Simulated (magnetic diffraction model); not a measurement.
**Which magnetic order? CeCu4As2**

Space group P4_2/mnm (no. 136), a = 7.4600 Å, c = 3.8970 Å.

| site | atom | x | y | z |
| --- | --- | --- | --- | --- |
| 2b | Ce | 0 | 0 | 1/2 |
| 4g | As | 0.7805 | 0.2195 | 0 |
| 8i | Cu | 0.6581 | 0.9124 | 0 |

The compound is invented for this exercise: a known structure type with other elements, its cell scaled to their sizes and not relaxed.

Only Ce is taken to order (form factors of Ce3+); orders and moment sizes are assumed, and not adapted to the symmetry. Radiation: neutrons of λ = 2.36 Å, 8° to 75°; isotropic B of 0.28 Å² (Ce), 0.43 Å² (As) and 0.45 Å² (Cu). The intensities are simulated: I ∝ L Σ (|F_N|² + |F_M⊥|²) for unpolarised neutrons, with F_M = 2.695 fm/μB × Σ f(s) S exp(2πi Q·r) exp(−B s²) at Q = H ± k (one set where k and −k are equivalent), only the part normal to Q counting and L = 1/(sin²θ cos θ). For collinear order S is the moment m, which repeats by lattice and centring translations R with the sign exp(−2πi k·R). Form factors are spin-only for 3d ions and dipole or tabulated for f ions, scattering lengths are Sears's of 1992, and absorption is left out. A label names one of the reflections at its angle. The strongest nuclear line in the range is 100, and lines under 0.2 are left out.

Above the ordering temperature:

```
2θ (°)    index      I
 25.85  (1 1 0)   19.4
 36.88  (2 0 0)    5.3
 39.95  (1 0 1)    1.2
 53.15  (2 2 0)    7.0
 55.50  (2 1 1)   62.7
 60.03  (3 1 0)   30.6
 65.40  (2 2 1)   66.3
 68.51  (3 0 1)    0.3
 69.54  (3 2 0)    5.0
 71.56  (3 1 1)  100.0
 74.54  (0 0 2)   45.2
```

Below it (cell unchanged):

```csv
2θ (°),I
19.67,2.8
25.85,19.4
26.92,3.4
32.69,0.4
36.88,5.3
37.67,0.9
39.95,1.2
42.14,1.4
50.10,0.8
53.15,7.0
53.75,0.2
54.91,0.4
55.50,62.7
58.34,0.7
60.03,30.6
60.58,0.7
61.65,0.3
63.82,0.3
64.86,0.5
65.40,66.3
66.97,0.4
67.99,0.5
68.51,0.3
69.54,5.0
71.56,100.0
74.06,0.5
74.54,45.2
```

**Question.** Check that the new lines index with k = (1/2 0 1/2), then choose among these models:
A. collinear moments along [111], 1.6 μB on Ce; signs + at (0, 0, 1/2), + at (1/2, 1/2, 0)
B. collinear moments along [100], 1.6 μB on Ce; signs + at (0, 0, 1/2), + at (1/2, 1/2, 0)
C. collinear moments along [100], 1.6 μB on Ce; signs + at (0, 0, 1/2), − at (1/2, 1/2, 0)
D. collinear moments along [111], 1.6 μB on Ce; signs + at (0, 0, 1/2), − at (1/2, 1/2, 0)

The new lines index as (1/2 0 -1/2) at 19.67°, (1/2 1 1/2) at 26.92°, (3/2 0 1/2) at 32.69° and (3/2 1 -1/2) at 37.67°, that is as H ± k with k = (1/2 0 1/2), one of 2 inequivalent arms of its star (k and −k counted as one), which a powder can't tell apart. Half indices mean that the moments reverse under translations with k·R a half-integer, and the magnetic cell has twice the primitive volume.

Magnetic intensity, observed (below minus above) and for each model:

| 2θ (°) | index | observed | A | B | C | D |
| --- | --- | --- | --- | --- | --- | --- |
| 19.67 | (1/2 0 -1/2) | 2.8 | 2.2 | 2.8 | 2.8 | 3.6 |
| 26.92 | (1/2 1 1/2) | 3.4 | 3.0 | 3.4 | 3.4 | 2.2 |
| 32.69 | (3/2 0 1/2) | 0.4 | 1.1 | 0.4 | 0.4 | 0.6 |
| 37.67 | (3/2 1 -1/2) | 0.9 | 0.9 | 0.9 | 0.9 | 1.5 |
| 42.14 | (1/2 2 -1/2) | 1.4 | 0.8 | 1.4 | 1.4 | 1.0 |
| 53.75 | (5/2 1 1/2) | 0.2 | 0.6 | 0.2 | 0.2 | 0.4 |
| 60.58 | (1/2 3 1/2) | 0.7 | 0.4 | 0.7 | 0.7 | 0.4 |
| 64.86 | (3/2 1 3/2) | 0.5 | 0.6 | 0.5 | 0.5 | 0.4 |

Models B and C match alike on every line, so these data can't choose among them (such ties are often domains of one structure).

The structure used: k = (1/2 0 1/2), collinear moments along [100], 1.6 μB on Ce; signs + at (0, 0, 1/2), − at (1/2, 1/2, 0).

[Logs are printed without paths, hosts, clocks, repeated set-up lines and the standing remarks that a program may print on its own settings, such as how far it seeks lower states.]
